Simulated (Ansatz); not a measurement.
# N on Zr(0001): change of the work function

Aim: the work function of Zr(0001) at several coverages of N (fcc site), and the dipole that each adsorbate carries.

Program: Ansatz 0.2.0. Level of theory: plane-wave DFT, PBE, Ansatz PAW. Values are calculated unless marked as measured.

This is a report of a sequence of runs, with the program logs left out and the cost of each run kept.

### 1. Set-up

The cell holds 4 atoms: 4 Zr. Cell: a = 3.230 Å, b = 3.230 Å, c = 25.718 Å, α = 90.0°, β = 90.0°, γ = 60.0°. Vacuum lies along c.

Coordinates:

```cif
data_structure
_symmetry_space_group_name_H-M 'P 1'
_symmetry_Int_Tables_number 1
_cell_length_a 3.2300
_cell_length_b 3.2300
_cell_length_c 25.7181
_cell_angle_alpha 90.000
_cell_angle_beta 90.000
_cell_angle_gamma 60.000
_cell_volume 232.37
loop_
_atom_site_label
_atom_site_type_symbol
_atom_site_fract_x
_atom_site_fract_y
_atom_site_fract_z
_atom_site_occupancy
Zr1 Zr 0.66667 0.66667 0.34995 1
Zr2 Zr 0.00000 0.00000 0.44998 1
Zr3 Zr 0.66667 0.66667 0.55002 1
Zr4 Zr 0.00000 0.00000 0.65005 1
```

### 2. The clean slab

The bare slab comes first, as the zero from which every change is counted. The two lowest layers are held at bulk places and the upper ones relax. The dipole correction removes the false field that a one-sided slab makes across the periodic vacuum, so each face gets a flat vacuum level of its own.

The input, input.yaml:

```yaml
crystal:
  lattice:
    - [3.23, 0.0, 0.0]
    - [1.615, 2.7972620542, 0.0]
    - [0.0, 0.0, 25.718085]
  atoms:
    - { symbol: Zr, position: [0.6666666667, 0.6666666667, 0.3499482951] }
    - { symbol: Zr, position: [0.0, 0.0, 0.449982765] }
    - { symbol: Zr, position: [0.6666666667, 0.6666666667, 0.550017235] }
    - { symbol: Zr, position: [0.0, 0.0, 0.6500517049] }
kpoints:
  mp_grid: { grid: [12, 12, 1] }
hamiltonian:
  xc: pbe
scf:
  occupations: { method: fermi_dirac, width: 0.1 }
  convergence: { dr2_threshold: 1.0e-08 }
efield:
  axis: 3
  dipole_correction: true
  ramp_position: 0.97
  ramp_width: 0.06
relax:
  f_tol: 0.02
  max_steps: 60
  constraints: [{ sites: [0, 1] }]
output:
  write_potential: true
  write_density: true
  volumetric_format: npy
```

On the command line:

```
$ ansatz run input.yaml --threads 4 --pin off --max-ram 16384MiB --backend cpu --events-out ev --progress --plain --runs-dir out
```

Elapsed: 11 s, on 4 threads of Arm Neoverse V2, shared host; peak memory 0.57 GiB.

Relaxation path:

| step | energy less that of the first step (eV) | largest force component (eV/Å) |
| --- | --- | --- |
| 1 | 0.0000 | 0.6086 |
| 2 | -0.0225 | 0.4689 |
| 3 | -0.0383 | 0.0532 |
| 4 | -0.0387 | 0.0081 |

Forces are held to the 6 operations that the program found; a distortion that breaks them can't arise in this run.

The atoms that moved most (Å):

| atom | dx | dy | dz | length |
| --- | --- | --- | --- | --- |
| Zr3 | 0.000 | 0.000 | 0.100 | 0.100 |
| Zr4 | 0.000 | 0.000 | -0.033 | 0.033 |

This step gave:

- energy at zero smearing: -16733.4762 eV
- work function, upper face: 4.165 eV
- dipole along the normal: 7.18e-4 e·Å

Running mean over 2.573 Å of the planar mean; the ramp of the sawtooth is left out. Table of electron's electrostatic potential energy less the Fermi level by z:

| z (Å) | electron's electrostatic potential energy less the Fermi level (eV) |
| --- | --- |
| 4 | 4.18 |
| 5 | 4.15 |
| 6 | 3.92 |
| 7 | 2.15 |
| 8 | -5.14 |
| 9 | -8.45 |
| 10 | -8.32 |
| 11 | -8.29 |
| 12 | -8.16 |
| 13 | -7.60 |
| 14 | -8.25 |
| 15 | -9.02 |
| 16 | -9.04 |
| 17 | -8.19 |
| 18 | -2.56 |
| 19 | 3.09 |
| 20 | 4.03 |
| 21 | 4.15 |
| 22 | 4.16 |

The relaxation took 4 steps and lowered the energy by 0.039 eV; the largest force on the free atoms ends at 0.0081 eV/Å.

The work function of the upper face is 4.17 eV.

### 3. The covered slab, k-mesh 4×4×1, coverage 0.111 ML

System of this step: N/Zr(0001). The cell holds 37 atoms: 36 Zr and 1 N. Cell: a = 9.690 Å, b = 9.690 Å, c = 27.400 Å, α = 90.0°, β = 90.0°, γ = 60.0°. Vacuum lies along c.

The clean slab as it ended is repeated in the plane and the adsorbate is set on one face; the cell's size fixes the coverage, and the k-mesh shrinks with it to keep the sampling density about even. Adsorbate and upper layers relax, since the dipole depends on the height.

The input, input.yaml:

```yaml
crystal:
  lattice:
    - [9.69, 0.0, 0.0]
    - [4.845, 8.3917861626, 0.0]
    - [0.0, 0.0, 27.3999886225]
  atoms:
    - { symbol: Zr, position: [0.2222222222, 0.2222222222, 0.3284672897] }
    - { symbol: Zr, position: [0.0, 0.0, 0.4223613068] }
    - { symbol: Zr, position: [0.2222222222, 0.2222222222, 0.5198892304] }
    - { symbol: Zr, position: [0.0, 0.0, 0.6089277816] }
    - { symbol: Zr, position: [0.2222222222, 0.5555555556, 0.3284672897] }
    - { symbol: Zr, position: [0.0, 0.3333333333, 0.4223613068] }
    - { symbol: Zr, position: [0.2222222222, 0.5555555556, 0.5198892304] }
    - { symbol: Zr, position: [0.0, 0.3333333333, 0.6089277816] }
[... 24 atom lines left out ...]
    - { symbol: Zr, position: [0.8888888889, 0.8888888889, 0.3284672897] }
    - { symbol: Zr, position: [0.6666666667, 0.6666666667, 0.4223613068] }
    - { symbol: Zr, position: [0.8888888889, 0.8888888889, 0.5198892304] }
    - { symbol: Zr, position: [0.6666666667, 0.6666666667, 0.6089277816] }
    - { symbol: "N", position: [0.1111111111, 0.1111111111, 0.6715327103] }
kpoints:
  mp_grid: { grid: [4, 4, 1] }
hamiltonian:
  xc: pbe
scf:
  occupations: { method: fermi_dirac, width: 0.1 }
  convergence: { dr2_threshold: 1.0e-08 }
efield:
  axis: 3
  dipole_correction: true
  ramp_position: 0.97
  ramp_width: 0.06
relax:
  f_tol: 0.02
  max_steps: 60
  constraints:
    - { sites: [0, 1, 4, 5, 8, 9, 12, 13, 16, 17, 20, 21, 24, 25, 28, 29, 32, 33] }
output:
  write_potential: true
  write_density: true
  volumetric_format: npy
```

The job ended after 14 min (4 threads; peak memory 9.5 GiB; 40 min of CPU time).

This run has no spin polarisation although its electron count is odd.

Relaxation path:

| step | energy less that of the first step (eV) | largest force component (eV/Å) |
| --- | --- | --- |
| 1 | 0.0000 | 5.1889 |
| 2 | -1.5360 | 4.6818 |
| 3 | -2.6001 | 2.7283 |
| 4 | -2.9949 | 0.6341 |
| 5 | -2.9971 | 0.2386 |
| 6 | -3.0200 | 0.1634 |
| 7 | -3.0226 | 0.0176 |

The run keeps the 6 symmetry operations that the program found, so distortions that break them were not tested.

The atoms that moved most (Å):

| atom | dx | dy | dz | length |
| --- | --- | --- | --- | --- |
| N37 | 0.000 | 0.000 | -0.661 | 0.661 |
| Zr8 | 0.000 | -0.023 | 0.172 | 0.173 |
| Zr16 | -0.020 | 0.011 | 0.172 | 0.173 |
| Zr4 | 0.020 | 0.011 | 0.172 | 0.173 |
| Zr32 | -0.034 | 0.020 | -0.031 | 0.050 |
| Zr20 | 0.034 | 0.020 | -0.031 | 0.050 |
| Zr24 | 0.000 | -0.040 | -0.031 | 0.050 |
| Zr19 | 0.011 | 0.006 | -0.037 | 0.039 |

The relaxed structure:

```xyz
37
Lattice="9.6900 0.0000 0.0000 4.8450 8.3918 0.0000 0.0000 0.0000 27.4000" Properties=species:S:1:pos:R:3
Zr    3.2300    1.8648    9.0000
Zr    0.0000    0.0000   11.5727
Zr    3.2193    1.8586   14.2634
Zr    0.0199    0.0115   16.8562
Zr    4.8450    4.6621    9.0000
Zr    1.6150    2.7973   11.5727
Zr    4.8344    4.6682   14.2076
Zr    1.6150    2.7743   16.8562
Zr    6.4600    7.4594    9.0000
Zr    3.2300    5.5945   11.5727
Zr    6.4600    7.4718   14.2634
Zr    3.2552    5.5800   16.6701
Zr    6.4600    1.8648    9.0000
Zr    3.2300    0.0000   11.5727
Zr    6.4600    1.8526   14.2076
Zr    3.2101    0.0115   16.8562
Zr    8.0750    4.6621    9.0000
Zr    4.8450    2.7973   11.5727
Zr    8.0856    4.6682   14.2076
Zr    4.8792    2.8170   16.6533
Zr    9.6900    7.4594    9.0000
Zr    6.4600    5.5945   11.5727
Zr    9.6916    7.4584   14.2412
Zr    6.4600    5.5550   16.6533
Zr    9.6900    1.8648    9.0000
Zr    6.4600    0.0000   11.5727
Zr    9.7007    1.8586   14.2634
Zr    6.4600    0.0291   16.6701
Zr   11.3050    4.6621    9.0000
Zr    8.0750    2.7973   11.5727
Zr   11.3050    4.6640   14.2412
Zr    8.0408    2.8170   16.6533
Zr   12.9200    7.4594    9.0000
Zr    9.6900    5.5945   11.5727
Zr   12.9184    7.4584   14.2412
Zr    9.6648    5.5800   16.6701
N     1.6150    0.9324   17.7387
```

Read from the output:

```yaml
energy_at_zero_smearing: -150988.1693 eV
work_function_upper_face: 4.186 eV
dipole_along_the_normal: -0.002639 e·Å
```

Running mean over 2.573 Å of the planar mean; the ramp of the sawtooth is left out. Electron's electrostatic potential energy less the Fermi level against z:

z (Å), electron's electrostatic potential energy less the Fermi level (eV) and a bar from the least value:
```
      3.5       4.18 ##############################
      4.0       4.18 ##############################
      4.5       4.17 ##############################
      5.0       4.15 ##############################
      5.5       4.09 ##############################
      6.0       3.92 #############################
      6.5       3.43 ############################
      7.0       2.14 #########################
      7.5      -1.01 ##################
      8.0      -5.14 #########
      8.5      -7.74 ###
      9.0      -8.45 #
      9.5      -8.43 #
     10.0      -8.32 #
     10.5      -8.28 ##
     11.0      -8.29 #
     11.5      -8.28 #
     12.0      -8.17 ##
     12.5      -7.82 ###
     13.0      -7.66 ###
     13.5      -7.94 ##
     14.0      -8.23 ##
     14.5      -8.42 #
     15.0      -8.76 
     15.5      -8.94 
     16.0      -8.77 
     16.5      -8.70 #
     17.0      -8.45 #
     17.5      -6.80 #####
     18.0      -3.14 #############
     18.5       0.70 ######################
     19.0       2.87 ###########################
     19.5       3.76 #############################
     20.0       4.05 ##############################
     20.5       4.14 ##############################
     21.0       4.17 ##############################
     21.5       4.18 ##############################
     22.0       4.19 ##############################
     22.5       4.19 ##############################
     23.0       4.19 ##############################
     23.5       4.19 ##############################
     24.0       4.19 ##############################
```

The relaxation took 7 steps and lowered the energy by 3.0 eV; the largest force on the free atoms ends at 0.018 eV/Å.

The covered face has 4.19 eV, +0.02 eV against the clean one; the bare back face has moved by +0.00 eV, a measure of how thin the slab is.

### 4. Adsorbate added, k-mesh 6×6×1, coverage 0.25 ML

System of this step: N/Zr(0001). The cell holds 17 atoms: 16 Zr and 1 N. Its edges and angles: a = 6.460 Å, b = 6.460 Å, c = 27.400 Å, α = 90.0°, β = 90.0°, γ = 60.0°. Vacuum lies along c.

Another coverage, to see how the dipoles act on each other as their distance changes.

The input, input.yaml:

```yaml
crystal:
  lattice:
    - [6.46, 0.0, 0.0]
    - [3.23, 5.5945241084, 0.0]
    - [0.0, 0.0, 27.3999886225]
  atoms:
    - { symbol: Zr, position: [0.3333333333, 0.3333333333, 0.3284672897] }
    - { symbol: Zr, position: [0.0, 0.0, 0.4223613068] }
    - { symbol: Zr, position: [0.3333333333, 0.3333333333, 0.5198892304] }
    - { symbol: Zr, position: [0.0, 0.0, 0.6089277816] }
    - { symbol: Zr, position: [0.3333333333, 0.8333333333, 0.3284672897] }
    - { symbol: Zr, position: [0.0, 0.5, 0.4223613068] }
    - { symbol: Zr, position: [0.3333333333, 0.8333333333, 0.5198892304] }
    - { symbol: Zr, position: [0.0, 0.5, 0.6089277816] }
    - { symbol: Zr, position: [0.8333333333, 0.3333333333, 0.3284672897] }
    - { symbol: Zr, position: [0.5, 0.0, 0.4223613068] }
    - { symbol: Zr, position: [0.8333333333, 0.3333333333, 0.5198892304] }
    - { symbol: Zr, position: [0.5, 0.0, 0.6089277816] }
    - { symbol: Zr, position: [0.8333333333, 0.8333333333, 0.3284672897] }
    - { symbol: Zr, position: [0.5, 0.5, 0.4223613068] }
    - { symbol: Zr, position: [0.8333333333, 0.8333333333, 0.5198892304] }
    - { symbol: Zr, position: [0.5, 0.5, 0.6089277816] }
    - { symbol: "N", position: [0.1666666667, 0.1666666667, 0.6715327103] }
kpoints:
  mp_grid: { grid: [6, 6, 1] }
hamiltonian:
  xc: pbe
scf:
  occupations: { method: fermi_dirac, width: 0.1 }
  convergence: { dr2_threshold: 1.0e-08 }
efield:
  axis: 3
  dipole_correction: true
  ramp_position: 0.97
  ramp_width: 0.06
relax:
  f_tol: 0.02
  max_steps: 60
  constraints: [{ sites: [0, 1, 4, 5, 8, 9, 12, 13] }]
output:
  dos: { projected: true, e_range: [-8, 4] }
  write_potential: true
  write_density: true
  volumetric_format: npy
  elf: true
```

Wall time 2.7 min (4 threads); peak memory 2.8 GiB; 11 min of CPU time.

Step by step:

| step | energy less that of the first step (eV) | largest force component (eV/Å) |
| --- | --- | --- |
| 1 | 0.0000 | 5.1510 |
| 2 | -1.5463 | 4.6428 |
| 3 | -2.5724 | 2.7729 |
| 4 | -2.9654 | 0.6805 |
| 5 | -2.9870 | 0.3366 |
| 6 | -2.9943 | 0.0432 |
| 7 | -2.9945 | 0.0288 |
| 8 | -2.9948 | 0.0027 |

Forces are held to the 6 operations that the program found; a distortion that breaks them can't arise in this run.

The atoms that moved most (Å):

| atom | dx | dy | dz | length |
| --- | --- | --- | --- | --- |
| N17 | 0.000 | 0.000 | -0.698 | 0.698 |
| Zr8 | 0.000 | -0.030 | 0.133 | 0.136 |
| Zr12 | -0.026 | 0.015 | 0.133 | 0.136 |
| Zr4 | 0.026 | 0.015 | 0.133 | 0.136 |
| Zr16 | 0.000 | 0.000 | -0.072 | 0.072 |
| Zr15 | 0.000 | 0.000 | -0.038 | 0.038 |
| Zr11 | 0.012 | -0.007 | -0.026 | 0.029 |
| Zr7 | 0.000 | 0.014 | -0.026 | 0.029 |

Final coordinates:

```cif
data_structure
_symmetry_space_group_name_H-M 'P 1'
_symmetry_Int_Tables_number 1
_cell_length_a 6.4600
_cell_length_b 6.4600
_cell_length_c 27.4000
_cell_angle_alpha 90.000
_cell_angle_beta 90.000
_cell_angle_gamma 60.000
_cell_volume 990.25
loop_
_atom_site_label
_atom_site_type_symbol
_atom_site_fract_x
_atom_site_fract_y
_atom_site_fract_z
_atom_site_occupancy
Zr1 Zr 0.33333 0.33333 0.32847 1
Zr2 Zr 0.00000 0.00000 0.42236 1
Zr3 Zr 0.33210 0.33210 0.51894 1
Zr4 Zr 0.00271 0.00271 0.61377 1
Zr5 Zr 0.33333 0.83333 0.32847 1
Zr6 Zr 0.00000 0.50000 0.42236 1
Zr7 Zr 0.33210 0.83581 0.51894 1
Zr8 Zr 0.00271 0.49459 0.61377 1
Zr9 Zr 0.83333 0.33333 0.32847 1
Zr10 Zr 0.50000 0.00000 0.42236 1
Zr11 Zr 0.83581 0.33210 0.51894 1
Zr12 Zr 0.49459 0.00271 0.61377 1
Zr13 Zr 0.83333 0.83333 0.32847 1
Zr14 Zr 0.50000 0.50000 0.42236 1
Zr15 Zr 0.83333 0.83333 0.51848 1
Zr16 Zr 0.50000 0.50000 0.60631 1
N17 N 0.16667 0.16667 0.64605 1
```

Numbers from this step:

```
energy at zero smearing        : -67320.7183 eV
work function, upper face      : 4.318 eV
work function, lower face      : 4.188 eV
dipole along the normal        : -0.02600 e·Å
step between the vacuum levels : 0.1302 eV
```

The density of states has structure finer than the step of the table below, so its rows give means over 0.2 eV. Peaks (eV: height): -0.81: 32.5, -0.69: 41.0, 0.09: 37.8, 0.33: 41.4, 0.54: 33.7, 0.75: 33.6, 0.90: 46.2.

Density of states against energy, zero at the Fermi level; means over each step:

energy (eV), density of states (states/eV a cell) and a bar:
```
     -5.4        0.0 
     -5.2        0.1 
     -5.0        1.1 #
     -4.8        1.2 #
     -4.6        1.5 ##
     -4.4        2.0 ##
     -4.2        6.8 #######
     -4.0        4.5 #####
     -3.8        8.4 #########
     -3.6       13.1 ##############
     -3.4        8.6 #########
     -3.2        7.7 ########
     -3.0        7.7 ########
     -2.8        4.6 #####
     -2.6       16.0 #################
     -2.4       13.4 ##############
     -2.2       18.9 ###################
     -2.0       17.8 ##################
     -1.8       22.2 #######################
     -1.6       16.3 #################
     -1.4       19.3 ####################
     -1.2       16.7 #################
     -1.0       21.6 ######################
     -0.8       22.2 #######################
     -0.6       22.6 #######################
     -0.4       16.0 ################
     -0.2       22.0 #######################
      0.0       25.7 ###########################
      0.2       25.9 ###########################
      0.4       28.7 ##############################
      0.6       26.7 ############################
      0.8       28.0 #############################
      1.0       29.0 ##############################
```

Projected DOS per atom over height of the atomic layer and energy from the Fermi level. Layers: Zr4 Zr4 Zr4 Zr4 N from below.

Ten even steps from '0' (0.00 states/eV) to '9' (4.83 states/eV), each cell a mean:
```
33320
42220
42230
31220
33320
22220
21220
23210
22200
11100
00002
00019
00003
00000
00000
00000
00000
00000
00000
00000
00000
00000
```
Columns: height of the atomic layer (Å) from 9 to 17.7 (not evenly spaced); rows upwards: energy from the Fermi level (eV) from -7.96 to 1.15.

Valence density in the ca plane at fractional y = 0.000, with atoms of Zr within 0.2 Å of it. It is the smooth field of the valence electrons, not physical close to the nuclei.

Ten steps, logarithmic in the rise over the least value, from '0' (0.0 e/Å³) to '9' (3.9 e/Å³), each cell a mean:
```
33347999863333333358999731000000000000000000
43335788743334433346887521000000000000000000
44333455433345543334554321000000000000000000
54333333333346653333333221000000000000000000
54333333333346653333333221000000000000000000
44334555433345543334554321000000000000000000
43335798743334433346887521000000000000000000
33347999863333333358999731000000000000000000
33347999964333333469999741000000000000000000
33346899853333433358999632100000000000000000
44334677543344443345776532100000000000000000
54333444333345543333455543200000000000000000
64333333333356654333345553210000000000000000
54333444333345543333455543200000000000000000
43334677543334443345776532100000000000000000
33346899853333333458999632100000000000000000
33347999964333333469999741000000000000000000
```
Columns run along c (16.0 Å, from fractional 0.34 to 0.92 of the cell), rows up along a (6.5 Å). Atoms in or near the plane, at fractional coordinates: Zr at (0.42, 0.00), Zr at (0.61, 0.00), Zr at (0.42, 0.50), Zr at (0.61, 0.49).

ELF in the ca plane at fractional y = 0.000, with atoms of Zr within 0.2 Å of it. It is the smooth field of the valence electrons, not physical close to the nuclei.

Ten even steps from '0' (0.00) to '9' (0.78), each cell a mean:
```
77526967943777787349869720000000000000000000
34423799623433334325997311100000000000000000
22332233223222222322232223321000000000000000
42245322354125521343223566531000000000000000
42245322344125521343223566431000000000000000
22332243223222222322332223321000000000000000
34423799623443344326997411100000000000000000
77526957943677787349869720000000000000000000
88537935953788898349529820000000000000000000
56525999833554567438989511100000000000000000
23322576323322224423664334310000000000000000
32243222234223422332124687531000000000000000
42255422454235531343237998631000000000000000
32243222234223422332124687531000000000000000
23322576323322224423664234310000000000000000
56525999833554567438989511100000000000000000
88537925953788898349529820000000000000000000
```
Columns run along c (16.0 Å, from fractional 0.34 to 0.92 of the cell), rows up along a (6.5 Å). Atoms in or near the plane, at fractional coordinates: Zr at (0.42, 0.00), Zr at (0.61, 0.00), Zr at (0.42, 0.50), Zr at (0.61, 0.49).

Electrostatic potential energy in the ca plane at fractional y = 0.000, with atoms of Zr within 0.2 Å of it. With pseudopotentials it is smooth inside the atoms' cores, unlike the true potential.

Ten even steps from '0' (-63 eV) to '9' (7 eV), each cell a mean:
```
99986100379999999973001589999999999999999999
99997533689999999986435789999999999999999999
88998877899988889998778899999999999999999999
78999999999887788999999999999999999999999999
78999999999887788999999999999999999999999999
88998877899988889998778899999999999999999999
99997523689999999986435789999999999999999999
99986100379999999973001589999999999999999999
99985000279999999972000589999999999999999999
99986301479999999974102689999999999999999999
89998656789988889987556899999999999999999999
78999888999987789999888999999999999999999999
78999999999876678999999999999999999999999999
78999888999987789999888999999999999999999999
89998756789988889987556899999999999999999999
99986201479999999974102689999999999999999999
99985000278999999972000589999999999999999999
```
Columns run along c (16.0 Å, from fractional 0.34 to 0.92 of the cell; values clipped at the 3rd and 97th percentile), rows up along a (6.5 Å). Atoms in or near the plane, at fractional coordinates: Zr at (0.42, 0.00), Zr at (0.61, 0.00), Zr at (0.42, 0.50), Zr at (0.61, 0.49).

The relaxation took 8 steps and lowered the energy by 3.0 eV; the largest force on the free atoms ends at 0.0027 eV/Å.

By hand: a sheet of dipoles makes a step −p/(ε₀A) in the electron's potential. With e/ε₀ = 180.95 V·Å, p = -0.02600 e·Å and A = 36.14 Å², that is −180.95 × (-0.02600) / 36.14 = +0.130 eV, and the two vacuum levels of the run differ by +0.130 eV.

The covered face has 4.32 eV, +0.15 eV against the clean one; the bare back face has moved by +0.01 eV, a measure of how thin the slab is.

(Continued in part 2 of 2.)

[Long decimals in the printed logs are rounded to 6 places.]

[Logs are printed without paths, hosts, clocks, repeated set-up lines and the standing remarks that a program may print on its own settings, such as how far it seeks lower states.]

[Hosts, paths, dates, database ids (printed as entryN), source tags and the programs' standing remarks are cut or masked in the printed files.]

[Maps of the electrostatic potential energy from Ansatz leave out the sawtooth potential of an applied field or a dipole correction, so their vacuum need not be flat; planar profiles and work functions include it.]

[The density of states shown here was stored with 400 of the rows of the run's finer table, so its peaks can read low, often by over a quarter, or be missed, and its means over a window can be off by a tenth or more.]
